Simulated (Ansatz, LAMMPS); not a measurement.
**Structural relaxation of a frame of liquid mixture of acetonitrile and H2O from 300 K (204 atoms)**

Aim: bring a frame of liquid mixture of acetonitrile and H2O from 300 K (204 atoms) to a nearby minimum of the energy and see what moves.

Main program and level: Ansatz 0.2.0; Kohn-Sham DFT, RPBE+D4, PAW (set soft_2), plane waves.

### Step 1. The structure

The cell holds 204 atoms: 58 C, 29 N, 107 H and 10 O. Its edges and angles: a = 13.629 Å, b = 13.629 Å, c = 13.629 Å, α = 90.0°, β = 90.0°, γ = 90.0°. 29 acetonitrile, 10 H2O placed at random, at 0.899 g/cm³; overlaps pushed apart, then 10 ps at 450 K with MMFF94 bonds, angles, torsions, charges and radii (Halgren, J. Comput. Chem. 17, 490 (1996)) in harmonic and 12-6 forms; SPC/E water (Berendsen, Grigera and Straatsma, J. Phys. Chem. 91, 6269 (1987)). Snapshot after 20 ps at 300 K and fixed volume.

Before any run, some limits are plain. The network of contacts between molecules at the start is that of the classical potential that made the cell. The Brillouin zone is sampled at Γ only, in a cell whose shortest periodic width is 14 Å.

### Step 2. Making the structure

A classical potential makes the cell, at a small fraction of what the same run would cost in DFT.

This step: classical MD, MMFF94 bonds, angles, torsions, charges and radii (Halgren, J. Comput. Chem. 17, 490 (1996)) in harmonic and 12-6 forms; SPC/E water (Berendsen, Grigera and Straatsma, J. Phys. Chem. 91, 6269 (1987)) (LAMMPS 22 Jul 2025 - Update 4).

The input, in.lmp:

```
# liquid mixture of acetonitrile and H2O
units real
atom_style full
boundary p p p
bond_style harmonic
angle_style harmonic
dihedral_style opls
improper_style harmonic
special_bonds lj 0 0 0.5 coul 0 0 0.75
read_data data.lmp
neigh_modify delay 0 every 1 check yes one 4000
comm_modify cutoff 12.0
timestep 0.5
thermo_style custom step time temp pe press density
thermo_modify norm yes
# push overlapping molecules apart
pair_style soft 2.6
pair_coeff * * 0.0
variable a equal ramp(1,60)
fix ad all adapt 1 pair soft a * * v_a
velocity all create 450 627906 mom yes dist gaussian
fix lim all nve/limit 0.03
fix lan all langevin 450 450 50 627907 zero yes
thermo 1000
run 3000 post no
unfix ad
pair_style lj/cut/coul/long 9.0
pair_modify mix arithmetic tail yes
pair_coeff 1 1 0.0678 3.3680   # C
pair_coeff 2 2 0.0678 3.5530   # C
pair_coeff 3 3 0.0721 3.3270   # N
pair_coeff 4 4 0.0216 2.5400   # H
pair_coeff 5 5 0.1553 3.1660   # O
pair_coeff 6 6 0.0000 1.0000   # H
# [... 19 lines left out ...]
compute msd all msd com yes
thermo 5000
fix md all nvt temp 300 300 100
run 20000 post no
print "== T300: mean square displacement over the hold $(c_msd[4]:%.2f) A^2"
unfix md
uncompute msd
write_dump all custom T300.dump id type xs ys zs modify sort id
```

Command:

```sh
> lmp -in in.lmp -log none -nocite
```

Numbers of over 12 decimals in the logs are rounded to 6 here.

What it wrote:

```text
LAMMPS (22 Jul 2025 - Update 4)
Reading data file ...
  orthogonal box = (0 0 0) to (13.62937 13.62937 13.62937)
  204 atoms
  orthogonal box = (0 0 0) to (13.62937 13.62937 13.62937)
  165 bonds
  213 angles
   Step          Time           Temp          PotEng         Press         Density
         0   0              450            0.12669315     4995.7155      0.89900066
      1000   500            438.51163      1.0484649      16615.495      0.89900066
      2000   1000           422.84205      0.81878032     4352.7454      0.89900066
      3000   1500           404.79536      0.9552713      13431.921      0.89900066
[... 30 lines left out ...]
   Step          Time           Temp          PotEng         Press         Density
[... 4 lines left out ...]
Loop time of 2.55448 s on 1 MPI rank(s) for 5000 steps with 204 atoms
   Step          Time           Temp          PotEng         Press         Density
[... 2 lines left out ...]
     25000   24000          341.52317     -1.197615       5803.6178      0.89900066
     30000   29000          259.64266     -1.1595657      2189.4942      0.89900066
     35000   34000          290.88901     -1.264403      -1600.2988      0.89900066
     37000   36000          316.30779     -1.3284025      1211.8741      0.89900066
Loop time of 10.0758 s on 1 MPI rank(s) for 20000 steps with 204 atoms
== T300: mean square displacement over the hold 12.49 A^2
```

The job ended after 20 s (1 thread of Intel Xeon 6975P-C (Granite Rapids), shared host; peak memory 0.12 GiB).

The input also reads data.lmp (atoms, bonds and types; not printed here).

### Step 3. Single point at the start

The forces at the start show how far the geometry lies from a minimum of this functional.

The input, input.yaml:

```yaml
crystal:
  lattice:
    - [13.62937, 0.0, 0.0]
    - [0.0, 13.62937, 0.0]
    - [0.0, 0.0, 13.62937]
  atoms:
    - { symbol: C, position: [0.63981, 0.28964, 0.66995] }
    - { symbol: C, position: [0.72889, 0.32841, 0.62697] }
    - { symbol: "N", position: [0.80486, 0.35906, 0.60438] }
    - { symbol: H, position: [0.64688, 0.27281, 0.75046] }
    - { symbol: H, position: [0.57331, 0.33368, 0.6564] }
    - { symbol: H, position: [0.61434, 0.21951, 0.63466] }
    - { symbol: C, position: [0.89898, 0.92129, 0.65487] }
    - { symbol: C, position: [0.83235, 0.0043, 0.64393] }
    - { symbol: "N", position: [0.77468, 0.0661, 0.64239] }
    - { symbol: H, position: [0.95058, 0.91738, 0.5899] }
    - { symbol: H, position: [0.93269, 0.92017, 0.72354] }
    - { symbol: H, position: [0.85784, 0.8536, 0.64623] }
    - { symbol: C, position: [0.57582, 0.95911, 0.68972] }
    - { symbol: C, position: [0.61728, 0.89919, 0.61258] }
    - { symbol: "N", position: [0.65244, 0.85838, 0.54571] }
    - { symbol: H, position: [0.6193, 0.94812, 0.75339] }
    - { symbol: H, position: [0.58614, 0.03849, 0.6731] }
    - { symbol: H, position: [0.50041, 0.93605, 0.71227] }
    - { symbol: C, position: [0.33082, 0.49935, 0.16447] }
    - { symbol: C, position: [0.31307, 0.40891, 0.11474] }
    - { symbol: "N", position: [0.29396, 0.34341, 0.06297] }
    - { symbol: H, position: [0.34684, 0.55879, 0.11298] }
    - { symbol: H, position: [0.25869, 0.51806, 0.1986] }
    - { symbol: H, position: [0.38757, 0.48874, 0.21717] }
    - { symbol: C, position: [0.62528, 0.64132, 0.82326] }
    - { symbol: C, position: [0.58356, 0.73474, 0.84532] }
    - { symbol: "N", position: [0.53832, 0.80775, 0.85798] }
    - { symbol: H, position: [0.56449, 0.58915, 0.82575] }
    - { symbol: H, position: [0.65996, 0.63575, 0.7501] }
    - { symbol: H, position: [0.6799, 0.6177, 0.8763] }
    - { symbol: C, position: [0.47716, 0.3815, 0.89102] }
    - { symbol: C, position: [0.50397, 0.44087, 0.9791] }
    [... 166 atom lines left out ...]
    - { symbol: O, position: [0.19202, 0.32062, 0.35726] }
    - { symbol: H, position: [0.14476, 0.33038, 0.302] }
    - { symbol: H, position: [0.1932, 0.24975, 0.37622] }
    - { symbol: O, position: [0.06439, 0.53559, 0.18973] }
    - { symbol: H, position: [0.05334, 0.46306, 0.19085] }
    - { symbol: H, position: [0.08868, 0.55764, 0.25536] }
kpoints:
  mp_grid: { grid: [1, 1, 1] }
hamiltonian:
  xc: rpbe
  dispersion: d4
scf:
  occupations: { method: fermi_dirac, width: 0.05 }
output:
  forces: true
  stress: true
  populations: true
  dos:
    method: { smearing: { sigma: 0.1 } }
    de: 0.1
    projected: { site_lists: { C: [C], H: [H], "N": ["N"], O: [O] } }
  eigenvalues: true
```

Command:

```sh
> ansatz run input.yaml --threads 4 --pin off --max-ram 8192MiB --backend cpu --events-out ev --progress --plain --runs-dir out
```

What it wrote:

```text
Engine: ansatz 0.2.0, x86_64-unknown-linux-gnu
Pseudopotentials: kind: paw
Pseudopotential: C, paw, valence charge 4, recommended cutoff 420 eV (normal), C.paw.azcp
Pseudopotential: N, paw, valence charge 5, recommended cutoff 420 eV (normal), N.paw.azcp
Pseudopotential: H, paw, valence charge 1, recommended cutoff 420 eV (normal), H.paw.azcp
Pseudopotential: O, paw, valence charge 6, recommended cutoff 420 eV (normal), O.paw.azcp
[... 5 lines on functional and potentials left out ...]
Crystal: 204 atoms, lattice volume = 2531.788 Å³
Basis set: ecut = 420 eV, 49509 PW (Γ), exchange–correlation on 192×192×192 points (8 copies of the dense FFT grid, shifted against one another)
Bands: 476, of which v1, the nominal top of the filled ones, is band 272 counted from 1 (271 counted from 0)
Symmetry: 1 space group operations
Space group: P1 (ITA 1), of the structure as read, at distance tolerance 1.4e-4 Å
k-points: 1
[... 12 lines on functional and potentials left out ...]
Initial density: superposition of atomic densities (neutral atoms: chi_scale 0, normalization atom), corrected by the library's trained network
Initial wavefunctions: pseudopotential atomic-orbital guess
Functional: x = rpbe, c = pbe(β = 0.066725)
SCF iter   1: F=—  HF=-33239.009549 eV  |F-HF|=—  |Δ(HF+E_count)|=         —  Δρ=5.58e-3  dr2=7.41e-1  ethr=1.77e-3  ⟨swp⟩=6.0  Hψ=2174  notcnv=0  defer=50
preconditioner: auto → Resta (q_TF=auto, 2.111 Å⁻¹)  ε∞=2.3  [insulator: Δε(μ)=4.353 eV  Ē_g=14.879 eV  σ=0.050 eV  W_gap=1.00  n_scr=388 (ndim 8)  ℏωp=17.2 eV  f_vac=0.222  D(μ)=0.00/eV (n_scr^D=0)  ε∞_Penn≈2.3]
SCF iter   2: F=—  HF=-33238.986249 eV  |F-HF|=—  |Δ(HF+E_count)|=   2.33e-2  Δρ=2.91e-3  dr2=2.06e-1  ethr=1.36e-4  ⟨swp⟩=2.0  Hψ=811  notcnv=0  defer=200
SCF iter   3: F=—  HF=-33238.979661 eV  |F-HF|=—  |Δ(HF+E_count)|=   6.59e-3  Δρ=1.54e-3  dr2=7.94e-2  ethr=3.78e-5  ⟨swp⟩=2.0  Hψ=542  notcnv=0  defer=200
SCF iter   4: F=—  HF=-33238.965522 eV  |F-HF|=—  |Δ(HF+E_count)|=   1.41e-2  Δρ=4.50e-4  dr2=6.52e-3  ethr=1.46e-5  ⟨swp⟩=2.0  Hψ=527  notcnv=0  defer=200
SCF iter   5: F=—  HF=-33238.962862 eV  |F-HF|=—  |Δ(HF+E_count)|=   2.66e-3  Δρ=2.27e-4  dr2=1.52e-3  ethr=1.20e-6  ⟨swp⟩=2.0  Hψ=549  notcnv=0  defer=200
SCF iter   6: F=—  HF=-33238.962369 eV  |F-HF|=—  |Δ(HF+E_count)|=   4.93e-4  Δρ=1.30e-4  dr2=5.21e-4  ethr=2.79e-7  ⟨swp⟩=2.0  Hψ=815  notcnv=0  defer=199
SCF iter   7: F=—  HF=-33238.962231 eV  |F-HF|=—  |Δ(HF+E_count)|=   1.38e-4  Δρ=4.25e-5  dr2=5.06e-5  ethr=9.58e-8  ⟨swp⟩=2.0  Hψ=538  notcnv=0  defer=199
SCF iter   8: F=—  HF=-33238.962792 eV  |F-HF|=—  |Δ(HF+E_count)|=   5.61e-4  Δρ=1.44e-5  dr2=5.92e-6  ethr=9.31e-9  ⟨swp⟩=2.0  Hψ=548  notcnv=0  defer=199
SCF iter   9: F=—  HF=-33238.962792 eV  |F-HF|=—  |Δ(HF+E_count)|=   4.07e-8  Δρ=9.15e-6  dr2=2.44e-6  ethr=1.09e-9  ⟨swp⟩=2.0  Hψ=536  notcnv=0  defer=199
SCF iter  10: F=—  HF=-33238.962791 eV  |F-HF|=—  |Δ(HF+E_count)|=   3.78e-7  Δρ=3.08e-6  dr2=2.52e-7  ethr=4.48e-10  ⟨swp⟩=2.0  Hψ=545  notcnv=0  defer=199
SCF iter  11: F=-33238.962791 eV  HF=-33238.962791 eV  |F-HF|=2.50e-8  |Δ(HF+E_count)|=   6.20e-8  Δρ=9.69e-7  dr2=2.59e-8  ethr=1.84e-11  ⟨swp⟩=14.0  Hψ=3062  notcnv=0
SCF 1 converged in 11 iterations: F = -33238.962791 eV  dr2 = 2.59e-8
  greatest PAW one-centre occupation: 0.866 electrons in one spin orbital (limit 2), on the O atom at site 201 (counted from 0), in its partial waves of l = 0
SCF converged after 11 iterations
Free energy (F): -33238.962791 eV
Harris-Foulkes:  -33238.962791 eV  (|F-HF|=2.50e-8)
Internal energy: -33238.962791 eV  (E = F + TS)
E sigma→0 (E₀):  -33238.962791 eV
Fermi energy:    0.779462 eV
--- Per-component energies (eV) ---
  E_band       = -4548.019487
  E_kinetic    = 12118.425477
  E_local      = -34459.496670  (includes V_loc(G=0)·N_el)
  E_nonlocal   = 3580.940023
  E_hartree    = 11647.460133
  E_xc         = -6180.303629
  E_vxc        = -7736.064319  (∫ρ·V_xc dr)
  E_paw        = -11217.784027  (= ΣΔE_a)
  E_vpaw       = -1346.628661  (= ΣTr[D̂ρ^β])
  E_aug_tail   = -0.114741  (compensation charges beyond the density's cutoff)
  E_ewald      = -8706.995335
  E_disp       = -19.495344  (pairwise vdW)
  E_core_change = -1.598679  (= ΣΔE_core)
  E_smearing   = -0.000000  (= −TS)
  E_closure    = 0.000000  (closes the sum)
  Σ components = -33238.962791   (vs F -33238.962791, Δ=0.00e0)
--- Forces (eV/Å), atoms counted from 1 ---
  atom   1  C     -1.37631238    -1.33262635     0.17123151
  atom   2  C     -0.68961018    -0.31777109     0.62927451
  atom   3  N      0.58899790     0.30208754    -0.50474356
  atom   4  H      0.16395274     0.37563538    -0.81114757
  atom   5  H      0.42665220     0.59212340     0.14818813
  atom   6  H      0.86038203     0.44259028     0.17634339
  atom   7  C     -0.43321296    -0.20452894    -3.12710623
  atom   8  C      0.98175273    -1.33070872     0.42972876
  atom   9  N     -0.81558768     1.25826641    -0.16580382
  atom  10  H     -0.32873683     0.40780118     1.11119436
  atom  11  H      1.08301048     0.16209638     1.50974435
  atom  12  H     -0.53141980    -0.19038751     0.17260180
  atom  13  C     -0.67063701     0.37057343    -0.08209047
  atom  14  C      0.12827517    -0.03398647    -0.95114652
[...]
atom 203  H      0.42435955     1.30604228     0.35871720
  atom 204  H     -0.08345517    -0.58120948    -0.45199260
  max |Σ_I F_I| component: 5.01e-5 eV/Å
--- Stress (GPa, compression-positive) ---
        0.081440       0.291417       0.316286
        0.291416       0.121167       0.174868
        0.316286       0.174868       0.650192
  P = ⅓ Tr σ = 0.2843 GPa (2.843 kbar)
--- Band table (eV) ---
  k-point 0: bands = ["-20.7419", "-20.4457", "-20.2546", "-20.1686", [... 460 levels ...], "9.4821", "9.4958", "9.5337", "9.5582", "9.5962", "9.6214", "9.6713", "9.7027", "9.7156", "9.7306", "9.7609", "9.7855"]
--- Löwdin populations: 204 sites ---
  site symbol       q [e]
     0      C      4.4658
     1      C      3.7532
     2      N      5.2264
[...]
203      H      0.6347
  spilling = 0.015569 (of n_electrons = 544.000000)
```

Elapsed: 23 s, on 4 threads of Intel Xeon 6975P-C (Granite Rapids), shared host; peak memory 3.5 GiB; 89 s of CPU time.

The column dr2 measures how far the density is from self-consistency, as an energy; F and HF (Harris–Foulkes) agree once it is small.

The run gave:

```
free energy                                      : -33238.9628 eV
free energy per atom                             : -162.9361 eV/atom
SCF cycles                                       : 11
pressure                                         : 0.2843 GPa
r.m.s. force component                           : 0.9166 eV/Å
longest force                                    : 4.154 eV/Å
Fermi energy                                     : 0.7795 eV
gap (highest filled to lowest empty level) : 4.145 eV
spilling of the projection                       : 0.01557
```

The r.m.s. force component of 0.92 eV/Å and the pressure of 0.28 GPa set the starting point.

Neighbours are counted within 1.34 Å (H-C), 1.21 Å (H-O), 1.85 Å (C-C), 1.62 Å (C-N).

Length of the force by element and coordination:

```tsv
element	coordination	atoms	mean length of the force (eV/Å)	spread	least	most
C	all	58	1.85	1.01	0.141	4.15
C	2	29	1.77	1.16	0.141	4.15
C	4	29	1.94	0.818	0.687	3.91
H	all	107	1.02	0.587	0.227	3.79
N	all	29	1.52	1.09	0.235	4.04
O	all	10	0.713	0.285	0.224	1.15
```

[end of part 1 of 3]

[Logs are printed without paths, hosts, clocks, repeated set-up lines and the standing remarks that a program may print on its own settings, such as how far it seeks lower states.]

[Hosts, paths, dates, database ids (printed as entryN), source tags and the programs' standing remarks are cut or masked in the printed files.]

[The MMFF94 radii named for the starting cell were scaled by 0.96; in molecules described by MMFF94, hydrogen bound to N, O or S took a small fixed 12-6 site in their place.]
